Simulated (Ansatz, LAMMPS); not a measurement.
## 42Ga2O3-58Al2O3 (mol %) with crystalline order left by the classical run (95 atoms) in motion

Wanted: a short trajectory of 42Ga2O3-58Al2O3 (mol %) with crystalline order left by the classical run (95 atoms) with its pair distributions.

Method: Kohn-Sham DFT, revPBE, PAW (set soft_2), plane waves, in Ansatz 0.2.0.

**1. The starting structure**

The cell holds 95 atoms: 16 Ga, 22 Al and 57 O. Cell: a = 9.820 Å, b = 9.820 Å, c = 9.820 Å, α = 90.0°, β = 90.0°, γ = 90.0°. 95 atoms (16 Fe, 22 Al, 57 O) placed at random at 3.62 g/cm³, melted at 5000 K for 10 ps at fixed volume with the Morse and Coulomb pair potential with partial charges (Pedone, Malavasi, Menziani, Cormack and Segre, J. Phys. Chem. B 110, 11780 (2006)). Quenched from 5000 K to 300 K at 100 K/ps and fixed volume, held 10 ps at zero pressure, then minimised at fixed cell. Then Fe was replaced by Ga and the cell scaled by 1.006 (the potential has no terms for the new elements, so the cell is a start for a DFT relaxation).

Limits known from the start: The quench rate of 100 K/ps is many orders above laboratory rates, so the cell is likely richer in defects and strain than a real sample. The network of bonds at the start is that of the classical potential that made the cell. Sampling is at Γ alone, for a cell whose shortest periodic width is 10 Å.

**2. Single point at the start**

The forces at the start show how far the geometry lies from a minimum of this functional.

input.yaml reads:

```yaml
crystal:
  lattice:
    - [9.81985, 0.0, 0.0]
    - [0.0, 9.81985, 0.0]
    - [0.0, 0.0, 9.81985]
  atoms:
    - { symbol: Ga, position: [0.4423, 0.91222, 0.70249] }
    - { symbol: Ga, position: [0.22053, 0.69405, 0.74208] }
    - { symbol: Ga, position: [0.71797, 0.04625, 0.88625] }
    - { symbol: Ga, position: [0.20706, 0.80497, 0.0287] }
    [... 85 atom lines left out ...]
    - { symbol: O, position: [0.81745, 0.95656, 0.0281] }
    - { symbol: O, position: [0.833, 0.68144, 0.98175] }
    - { symbol: O, position: [0.79432, 0.90287, 0.77242] }
    - { symbol: O, position: [0.96177, 0.30324, 0.37713] }
    - { symbol: O, position: [0.0214, 0.12297, 0.71528] }
    - { symbol: O, position: [0.65352, 0.86249, 0.30626] }
kpoints:
  mp_grid: { grid: [1, 1, 1] }
hamiltonian:
  xc: revpbe
scf:
  occupations: { method: fixed }
output:
  forces: true
```

On the command line:

```
$ ansatz run input.yaml --threads 4 --pin off --max-ram 8192MiB --backend cpu --events-out ev --progress --plain --runs-dir out
```

Wall time 9.9 s (4 threads of Arm Neoverse V2, shared host); peak memory 1.3 GiB; 37 s of CPU time.

Read from the output:

```
free energy            : -104953.8133 eV
free energy per atom   : -1104.7770 eV/atom
SCF cycles             : 10
r.m.s. force component : 0.5775 eV/Å
longest force          : 2.183 eV/Å
Fermi energy           : 7.898 eV
```

The r.m.s. force component of 0.58 eV/Å sets the starting point.

Neighbours are counted within 2.49 Å (O-Al), 2.50 Å (O-Ga).

Length of the force by element and coordination:

| element | coordination | atoms | mean length of the force (eV/Å) | spread | least | most |
| --- | --- | --- | --- | --- | --- | --- |
| Al | all | 22 | 0.806 | 0.314 | 0.331 | 1.72 |
| Al | 4 | 7 | 0.739 | 0.232 | 0.354 | 1.02 |
| Al | 5 | 8 | 0.757 | 0.106 | 0.572 | 0.873 |
| Al | 6 | 7 | 0.929 | 0.47 | 0.331 | 1.72 |
| Ga | all | 16 | 0.627 | 0.243 | 0.191 | 1.04 |
| Ga | 4 | 1 | 0.438 | 0 | 0.438 | 0.438 |
| Ga | 5 | 3 | 0.667 | 0.137 | 0.542 | 0.857 |
| Ga | 6 | 11 | 0.609 | 0.265 | 0.191 | 1.04 |
| Ga | 7 | 1 | 0.894 | 0 | 0.894 | 0.894 |
| O | all | 57 | 1.02 | 0.454 | 0.183 | 2.18 |
| O | 3 | 29 | 1.12 | 0.449 | 0.482 | 2.10 |
| O | 4 | 25 | 0.995 | 0.408 | 0.183 | 2.18 |
| O | 5 | 3 | 0.333 | 0.0904 | 0.224 | 0.445 |

**3. Dynamics at 300 K**

A Nosé–Hoover thermostat steers the temperature while disturbing the dynamics little. The time step is 1.0 fs.

input.yaml: that of step 2 with these lines changed.

```diff
@@ -15 +15,8 @@
   forces: true
+md:
+  timestep: 1.0
+  n_steps: 304
+  ensemble: nvt_nose_hoover
+  temperature: 300
+  initial_velocities: maxwell_boltzmann
+  seed: 3324
```

It took 23 min on 4 threads; peak memory 1.4 GiB.

The program notes that it switched symmetry off.

The trajectory, sampled:

| time (fs) | T (K) | potential (meV/atom) | conserved (meV/atom) |
| --- | --- | --- | --- |
| 0.0 | 300 | 0.0 | 0.00 |
| 20.0 | 206 | 12.1 | 0.02 |
| 41.0 | 233 | 9.5 | 0.02 |
| 61.0 | 266 | 6.6 | 0.02 |
| 81.0 | 266 | 8.2 | 0.02 |
| 101.0 | 260 | 10.7 | 0.02 |
| 122.0 | 296 | 7.6 | 0.01 |
| 142.0 | 296 | 8.6 | 0.01 |
| 162.0 | 288 | 10.5 | 0.02 |
| 182.0 | 270 | 13.5 | 0.03 |
| 203.0 | 298 | 10.5 | 0.03 |
| 223.0 | 300 | 10.7 | 0.02 |
| 243.0 | 303 | 10.9 | 0.02 |
| 263.0 | 286 | 13.5 | 0.02 |
| 284.0 | 323 | 9.3 | 0.01 |
| 304.0 | 312 | 11.1 | 0.02 |

Mean square displacement from the first frame to the last: Ga 0.048 Å², Al 0.048 Å², O 0.065 Å².

Mean square displacement against time lag:

| time lag (fs) | Al (Å²) | Ga (Å²) | O (Å²) |
| --- | --- | --- | --- |
| 1.0 | 2.6e-5 | 9.0e-6 | 4.5e-5 |
| 7.0 | 0.00121 | 4.4e-4 | 0.00210 |
| 13.0 | 0.00383 | 0.00146 | 0.00646 |
| 19.0 | 0.00718 | 0.00300 | 0.0116 |
| 26.0 | 0.0111 | 0.00530 | 0.0166 |
| 32.0 | 0.0139 | 0.00759 | 0.0194 |
| 38.0 | 0.0161 | 0.0101 | 0.0210 |
| 45.0 | 0.0183 | 0.0132 | 0.0223 |
| 51.0 | 0.0199 | 0.0159 | 0.0237 |
| 57.0 | 0.0215 | 0.0186 | 0.0253 |
| 63.0 | 0.0229 | 0.0214 | 0.0271 |
| 70.0 | 0.0244 | 0.0245 | 0.0291 |
| 76.0 | 0.0256 | 0.0270 | 0.0307 |
| 82.0 | 0.0267 | 0.0294 | 0.0321 |
| 89.0 | 0.0280 | 0.0319 | 0.0336 |
| 95.0 | 0.0291 | 0.0339 | 0.0346 |
| 101.0 | 0.0301 | 0.0358 | 0.0355 |
| 107.0 | 0.0310 | 0.0374 | 0.0362 |
| 114.0 | 0.0320 | 0.0391 | 0.0367 |
| 120.0 | 0.0328 | 0.0403 | 0.0371 |
| 126.0 | 0.0334 | 0.0414 | 0.0375 |
| 133.0 | 0.0339 | 0.0424 | 0.0380 |
| 139.0 | 0.0342 | 0.0431 | 0.0386 |
| 145.0 | 0.0344 | 0.0436 | 0.0394 |
| 152.0 | 0.0349 | 0.0440 | 0.0404 |

Over the second half of 304 fs the temperature averages 297 K with swings of 14 K r.m.s. The conserved energy stays within 0.04 meV/atom. From first frame to last O has the largest mean square displacement, 0.065 Å² at the end; the farthest move is 0.64 Å. The count of bonds goes from 202 in the first frame to 194 in the last, by one set of cutoffs: 10 pairs passed out of them and 2 came within. The run spans 0.30 ps, too short for its means to be equilibrium values.

**4. Local order late in the run**

The g(r) is a mean over the second half; what follows it is taken at the last frame.

Bonds before and after, by the cutoffs listed below:

| pair | bonds before | bonds after | mean before (Å) | mean after (Å) | spread before (Å) | spread after (Å) |
| --- | --- | --- | --- | --- | --- | --- |
| O-Al | 110 | 109 | 1.867 | 1.872 | 0.164 | 0.130 |
| O-Ga | 92 | 85 | 2.034 | 1.986 | 0.139 | 0.134 |

Density 4.60 g/cm³, 9.968 Å³ an atom.

Mean of 14 frames. g(r), total and by pair (bins of 0.2 Å):

| r (Å) | total | O-O | O-Al | O-Ga | Al-Al | Al-Ga | Ga-Ga |
| --- | --- | --- | --- | --- | --- | --- | --- |
| 1.60 | 0.10 | 0.00 | 0.34 | 0.00 | 0.00 | 0.00 | 0.00 |
| 1.80 | 2.50 | 0.00 | 6.96 | 2.78 | 0.00 | 0.00 | 0.00 |
| 2.00 | 1.50 | 0.00 | 1.75 | 5.04 | 0.00 | 0.00 | 0.00 |
| 2.20 | 0.26 | 0.00 | 0.26 | 0.90 | 0.00 | 0.00 | 0.00 |
| 2.40 | 0.28 | 0.42 | 0.19 | 0.34 | 0.00 | 0.00 | 0.00 |
| 2.60 | 1.06 | 2.46 | 0.14 | 0.26 | 1.18 | 0.29 | 0.00 |
| 2.80 | 1.44 | 2.91 | 0.23 | 0.25 | 2.52 | 1.44 | 0.97 |
| 3.00 | 1.25 | 2.21 | 0.42 | 0.23 | 1.21 | 2.26 | 1.99 |
| 3.20 | 1.18 | 1.15 | 0.81 | 0.62 | 1.79 | 3.00 | 2.98 |
| 3.40 | 1.04 | 0.47 | 1.16 | 1.03 | 1.43 | 2.60 | 2.21 |
| 3.60 | 0.95 | 0.49 | 1.27 | 1.38 | 0.78 | 0.91 | 1.17 |
| 3.80 | 0.78 | 0.61 | 1.02 | 0.99 | 0.45 | 0.62 | 0.21 |
| 4.00 | 0.88 | 0.60 | 1.35 | 1.16 | 0.45 | 0.40 | 0.03 |
| 4.20 | 1.00 | 0.51 | 1.63 | 1.35 | 0.70 | 0.63 | 0.07 |
| 4.40 | 1.06 | 0.61 | 1.40 | 1.51 | 1.11 | 0.88 | 0.68 |
| 4.60 | 0.99 | 0.84 | 1.05 | 1.42 | 0.76 | 0.64 | 0.78 |
| 4.80 | 1.06 | 1.46 | 0.68 | 0.99 | 1.09 | 0.65 | 1.14 |

Bonds by pair of elements; cutoffs follow the first minimum of g(r), held within bounds set by covalent radii, and pairs that aren't listed don't count as bonded:

| pair A-B | cutoff (Å) | bonds | mean length (Å) | spread (Å) | shortest (Å) | B about A | A about B |
| --- | --- | --- | --- | --- | --- | --- | --- |
| O-Al | 2.49 | 109 | 1.87 | 0.13 | 1.70 | 1.91 | 4.96 |
| O-Ga | 2.5 | 85 | 1.99 | 0.134 | 1.73 | 1.49 | 5.31 |

How many atoms have how many bonded neighbours:

| element | mean | 2 | 3 | 4 | 5 | 6 |
| --- | --- | --- | --- | --- | --- | --- |
| Al | 4.96 | 0 | 0 | 6 | 11 | 5 |
| Ga | 5.31 | 0 | 0 | 3 | 5 | 8 |
| O | 3.40 | 1 | 32 | 24 | 0 | 0 |

Bond angles, per cent of each kind in bins of 5°:

| angle (°) | O-Al-O | O-Ga-O | Al-O-Ga | Al-O-Al | Ga-O-Ga |
| --- | --- | --- | --- | --- | --- |
| 70–75 | 0.5 | 4.8 | 0.0 | 0.0 | 0.0 |
| 75–80 | 5.0 | 10.6 | 0.8 | 1.4 | 0.0 |
| 80–85 | 13.1 | 10.6 | 3.2 | 4.2 | 0.0 |
| 85–90 | 11.8 | 11.2 | 7.3 | 9.7 | 6.5 |
| 90–95 | 14.0 | 11.2 | 8.1 | 15.3 | 13.0 |
| 95–100 | 12.7 | 4.8 | 10.6 | 9.7 | 13.0 |
| 100–105 | 6.8 | 12.2 | 7.3 | 5.6 | 15.2 |
| 105–110 | 6.3 | 5.3 | 10.6 | 4.2 | 10.9 |
| 110–115 | 5.9 | 3.7 | 8.9 | 6.9 | 4.3 |
| 115–120 | 1.4 | 3.2 | 13.0 | 9.7 | 8.7 |
| 120–125 | 3.6 | 1.6 | 6.5 | 8.3 | 13.0 |
| 125–130 | 2.3 | 2.1 | 10.6 | 5.6 | 4.3 |
| 130–135 | 0.5 | 1.1 | 4.9 | 5.6 | 2.2 |
| 135–140 | 1.4 | 2.1 | 0.8 | 4.2 | 4.3 |
| 140–145 | 1.4 | 2.1 | 1.6 | 2.8 | 0.0 |
| 145–150 | 0.5 | 1.1 | 1.6 | 1.4 | 0.0 |
| 150–155 | 2.7 | 1.1 | 1.6 | 2.8 | 2.2 |
| 155–160 | 1.8 | 2.7 | 0.8 | 0.0 | 0.0 |
| 160–165 | 2.3 | 1.1 | 0.8 | 1.4 | 2.2 |
| 165–170 | 5.0 | 3.2 | 0.8 | 0.0 | 0.0 |
| 170–175 | 0.9 | 2.7 | 0.0 | 1.4 | 0.0 |
| 175–180 | 0.5 | 1.6 | 0.0 | 0.0 | 0.0 |

Bond angles (no mean is given where the spread exceeds 20°):

| angle | count | mean (°) | spread (°) |
| --- | --- | --- | --- |
| O-Al-O | 221 | - | - |
| O-Ga-O | 188 | - | - |
| Al-O-Ga | 123 | 112 | 18.1 |
| Al-O-Al | 72 | - | - |
| Ga-O-Ga | 46 | 110 | 16.5 |

Oxygen atoms by the number of network formers (Si, P, Ge, B, Al, As, Ga) bound to them:

| network formers bound to O | O atoms | per cent |
| --- | --- | --- |
| 0 | 0 | 0 |
| 1 | 0 | 0 |
| 2 | 1 | 1.8 |
| 3 | 32 | 56.1 |
| 4 | 24 | 42.1 |

Network units: each former by its oxygen neighbours and how many of them bridge to another former:

| former | O neighbours | bridging O | atoms |
| --- | --- | --- | --- |
| Al | 4 | 4 | 6 |
| Al | 5 | 5 | 11 |
| Al | 6 | 6 | 5 |
| Ga | 4 | 4 | 3 |
| Ga | 5 | 5 | 5 |
| Ga | 6 | 6 | 8 |

Bond length by coordination (bonds to H left out):

| element | coordination | atoms | mean bond length (Å) |
| --- | --- | --- | --- |
| Al | 4 | 6 | 1.78 |
| Al | 5 | 11 | 1.87 |
| Al | 6 | 5 | 1.95 |
| Ga | 4 | 3 | 1.86 |
| Ga | 5 | 5 | 1.97 |
| Ga | 6 | 8 | 2.02 |
| O | 2 | 1 | 1.76 |
| O | 3 | 32 | 1.86 |
| O | 4 | 24 | 1.99 |

Rings of the network by King's shortest-path rule, up to 12 atoms, one path for each pair of neighbours; H, halogens, alkali and alkaline-earth atoms are left out, and the last column divides by all other atoms, bonded or not:

| ring size (atoms) | rings | per network atom |
| --- | --- | --- |
| 4 | 51 | 0.537 |
| 6 | 125 | 1.32 |
| 8 | 91 | 0.958 |
| 10 | 2 | 0.021 |

For some of the pairs, g(r) has its first main peak near 2.7 Å (O-O), 1.8 Å (O-Al), 1.9 Å (O-Ga), 2.7 Å (Al-Al), 3.2 Å (Al-Ga) and 3.2 Å (Ga-Ga). By these cutoffs 50 % of Al atoms have 5, 50 % of Ga atoms have 6 and 56 % of O atoms have 3 bonded neighbours. 2 % of the oxygens bridge two formers (Al and Ga) and 0 % are non-bridging; 56 % join three; 42 % join four. The commonest Al unit has 5 oxygens, 5 of them shared with other formers (11 of 22 atoms). Rings of 6 atoms are the most common (46 % of those counted); sizes run from 4 to 10.

**5. Single point at the last frame**

The last frame is solved again with fuller output, to read the electronic structure of a thermally displaced geometry.

input.yaml reads:

```yaml
crystal:
  lattice:
    - [9.81985, 0.0, 0.0]
    - [0.0, 9.81985, 0.0]
    - [0.0, 0.0, 9.81985]
  atoms:
    - { symbol: Ga, position: [0.44283, 0.91846, 0.68726] }
    - { symbol: Ga, position: [0.22147, 0.7004, 0.74681] }
    - { symbol: Ga, position: [0.70423, 0.04726, 0.87761] }
    - { symbol: Ga, position: [0.18283, 0.81393, 0.03781] }
    [... 85 atom lines left out ...]
    - { symbol: O, position: [0.79921, 0.97662, 0.02403] }
    - { symbol: O, position: [0.83271, 0.70992, 0.96606] }
    - { symbol: O, position: [0.79128, 0.92644, 0.75671] }
    - { symbol: O, position: [0.96443, 0.30875, 0.37852] }
    - { symbol: O, position: [0.02309, 0.14107, 0.73838] }
    - { symbol: O, position: [0.65519, 0.84632, 0.27792] }
kpoints:
  mp_grid: { grid: [1, 1, 1] }
hamiltonian:
  xc: revpbe
scf:
  occupations: { method: fixed }
output:
  forces: true
  stress: true
  populations: intrinsic
  dos:
    method: { smearing: { sigma: 0.08 } }
    de: 0.1
    projected: { site_lists: { Al: [Al], Ga: [Ga], O: [O] } }
  eigenvalues: true
  write_density: true
  write_potential: true
  volumetric_format: npy
```

Wall time 17 s (4 threads); peak memory 1.4 GiB.

Read from the output:

| Property | Result |
| --- | --- |
| free energy | -104952.7547 eV |
| free energy per atom | -1104.7658 eV/atom |
| SCF cycles | 10 |
| pressure | 11.19 GPa |
| r.m.s. force component | 0.7003 eV/Å |
| longest force | 3.013 eV/Å |
| Fermi energy | 7.846 eV |
| gap (highest filled to lowest empty level) | 2.695 eV |

Neighbours are counted within 2.49 Å (O-Al), 2.50 Å (O-Ga), the cutoffs taken from the dynamics.

Length of the force by element and coordination:

| element | coordination | atoms | mean length of the force (eV/Å) | spread | least | most |
| --- | --- | --- | --- | --- | --- | --- |
| Al | all | 22 | 1.16 | 0.623 | 0.220 | 2.44 |
| Al | 4 | 6 | 1.61 | 0.624 | 0.591 | 2.44 |
| Al | 5 | 11 | 0.903 | 0.542 | 0.220 | 1.85 |
| Al | 6 | 5 | 1.19 | 0.45 | 0.517 | 1.91 |
| Ga | all | 16 | 0.872 | 0.437 | 0.364 | 2.15 |
| Ga | 4 | 3 | 1.05 | 0.182 | 0.801 | 1.22 |
| Ga | 5 | 5 | 0.903 | 0.655 | 0.364 | 2.15 |
| Ga | 6 | 8 | 0.785 | 0.284 | 0.394 | 1.41 |
| O | all | 57 | 1.10 | 0.549 | 0.164 | 3.01 |
| O | 2 | 1 | 1.15 | 0 | 1.15 | 1.15 |
| O | 3 | 32 | 1.18 | 0.643 | 0.164 | 3.01 |
| O | 4 | 24 | 0.996 | 0.382 | 0.386 | 1.78 |

Intrinsic-atomic-orbital charges by element and coordination:

| element | coordination | atoms | mean charge (e) | spread | least | most |
| --- | --- | --- | --- | --- | --- | --- |
| Al | all | 22 | 1.33 | 0.0287 | 1.27 | 1.38 |
| Al | 4 | 6 | 1.36 | 0.0197 | 1.33 | 1.38 |
| Al | 5 | 11 | 1.33 | 0.0166 | 1.30 | 1.36 |
| Al | 6 | 5 | 1.29 | 0.0144 | 1.27 | 1.31 |
| Ga | all | 16 | 1.04 | 0.0248 | 0.993 | 1.09 |
| Ga | 4 | 3 | 1.03 | 0.0178 | 1.02 | 1.06 |
| Ga | 5 | 5 | 1.06 | 0.0248 | 1.02 | 1.09 |
| Ga | 6 | 8 | 1.04 | 0.0208 | 0.993 | 1.07 |
| O | all | 57 | -0.807 | 0.0592 | -0.926 | -0.671 |
| O | 2 | 1 | -0.918 | 0 | -0.918 | -0.918 |
| O | 3 | 32 | -0.818 | 0.058 | -0.926 | -0.689 |
| O | 4 | 24 | -0.788 | 0.0529 | -0.877 | -0.671 |

States in the cell by windows of 1 eV, zero at the Fermi level; the larger projections on atomic orbitals stand beside the total:

| from (eV) | to (eV) | total | O p | Ga d |
| --- | --- | --- | --- | --- |
| -14 | -13 | 117.8 | 2.0 | 113.5 |
| -13 | -12 | 41.4 | 0.7 | 38.3 |
| -12 | -8 | 0.0 | 0.0 | 0.0 |
| -8 | -7 | 12.8 | 8.5 | 0.1 |
| -7 | -6 | 29.3 | 20.2 | 0.3 |
| -6 | -5 | 36.8 | 27.0 | 0.3 |
| -5 | -4 | 46.4 | 36.2 | 0.4 |
| -4 | -3 | 51.8 | 43.2 | 0.4 |
| -3 | -2 | 60.2 | 53.8 | 0.5 |
| -2 | -1 | 69.2 | 64.9 | 0.6 |
| -1 | 0 | 34.6 | 33.2 | 0.2 |
| 0 | 1 | 0.8 | 0.8 | 0.0 |
| 1 | 2 | 0.0 | 0.0 | 0.0 |
| 2 | 3 | 2.0 | 0.2 | 0.0 |
| 3 | 4 | 0.0 | 0.0 | 0.0 |
| 4 | 5 | 7.6 | 2.0 | 0.0 |

The curve was stored every 0.10 eV, coarse against its broadening of 0.08 eV, so these counts are rough.

With fixed occupations the program's Fermi level is the highest filled level; weight inside the gap is the broadening of levels at its edges.

Between -20 and -14 eV lie 115 more states.

The levels nearest the highest filled one (over half full), pooled over k-points and spins:

| level less the highest filled one (eV) | occupation |
| --- | --- |
| -0.369 | 2 |
| -0.308 | 2 |
| -0.254 | 2 |
| -0.224 | 2 |
| -0.0452 | 2 |
| 0 | 2 |
| 2.69 | 0 |
| 4.55 | 0 |
| 4.72 | 0 |
| 4.84 | 0 |
| 4.98 | 0 |
| 5.21 | 0 |

Mean intrinsic-atomic-orbital charges: Al +1.33, Ga +1.04, O -0.81 e.

**6. What came out**

```json
{
  "mean temperature, second half": "297 K",
  "temperature swing, second half": "13.99 K",
  "slope of the conserved energy against time, by least squares": "0.0364 meV/atom/ps",
  "free energy per atom": "-1104.7658 eV/atom",
  "pressure": "11.19 GPa",
  "r.m.s. force component": "0.7003 eV/Å",
  "gap (highest filled to lowest empty level)": "2.695 eV",
  "wall time of the 3 DFT runs": "24 min"
}
```

**Reading.** Over the second half of 304 fs the temperature averages 297 K with swings of 14 K r.m.s. The conserved energy stays within 0.04 meV/atom. The count of bonds goes from 202 in the first frame to 194 in the last, by one set of cutoffs: 10 pairs passed out of them and 2 came within. The run spans 0.30 ps, too short for its means to be equilibrium values. By these cutoffs 50 % of Al atoms have 5, 50 % of Ga atoms have 6 and 56 % of O atoms have 3 bonded neighbours. 2 % of the oxygens bridge two formers (Al and Ga) and 0 % are non-bridging; 56 % join three; 42 % join four. Between filled and empty levels lie 2.69 eV (at Γ alone); a semilocal functional tends to put such gaps too low. In a disordered cell it changes from sample to sample, and tail or defect levels can set it.

What to keep in mind: The starting topology of bonds comes from the classical model; in DFT 10 of its 202 bonded pairs passed out of the cutoffs and 2 came within them. The stress is far from hydrostatic: its diagonal is 9.3, 11.8, 12.5 GPa, compression counted positive. The pressure of 11 GPa is that of one thermal frame at a volume set beforehand, without the kinetic term.

[Logs are printed without paths, hosts, clocks, repeated set-up lines and the standing remarks that a program may print on its own settings, such as how far it seeks lower states.]

[Hosts, paths, dates, database ids (printed as entryN), source tags and the programs' standing remarks are cut or masked in the printed files.]
